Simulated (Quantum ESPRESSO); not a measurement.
Entries from a set of simulations; values are calculated unless marked as measured.

```json
{"subject": "Magnetic state of La2InNi2 from several starts", "lattice_ang": [[7.5862, 0.0, 0.0], [0.0, 7.5862, 0.0], [0.0, 0.0, 3.8511]], "atoms": [["La", 0.1754, 0.6754, 0.5], ["La", 0.8246, 0.3246, 0.5], ["La", 0.3246, 0.1754, 0.5], ["La", 0.6754, 0.8246, 0.5], ["In", 0.5, 0.5, 0.0], ["In", 0.0, 0.0, 0.0], ["Ni", 0.62, 0.12, 0.0], ["Ni", 0.38, 0.88, 0.0], ["Ni", 0.88, 0.62, 0.0], ["Ni", 0.12, 0.38, 0.0]], "method": "LDA; plane waves with GBRV 1.5 LDA potentials, no spin-orbit coupling (and 1 further level or step)", "program": "Quantum ESPRESSO 7.5", "settings_of_one_run": "GBRV 1.5 LDA, cutoff 544.23 eV, 4×4×8 k-mesh, 90 bands, fermi-dirac occupations, smearing width 0.1 eV, collinear spin, SCF threshold 2.00e-8, mesh matched on, starting moments 0 0 0 0 0 0 1 1 1 1 μB", "cost": "3 runs, 19 min in all on 4 MPI ranks of AMD EPYC 9R14 (Zen 4), shared host (the runs of this entry)", "results": {"lowest_state_found": "non-magnetic (from ferro ++++, antiferro ++-- and antiferro +-+-)", "largest_site_moment": "0 μB"}}
```

[Logs and program files are shortened in this print: banners, set-up blocks, solver, clock and traceback lines can be left out without a mark of their own.]

[Logs are printed without paths, hosts, clocks, repeated set-up lines and the standing remarks that a program may print on its own settings, such as how far it seeks lower states.]

[Hosts, paths, dates, database ids (printed as entryN), source tags and the programs' standing remarks are cut or masked in the printed files.]

[Where a cell is said to come from a database of computed structures, the database is the Materials Project.]
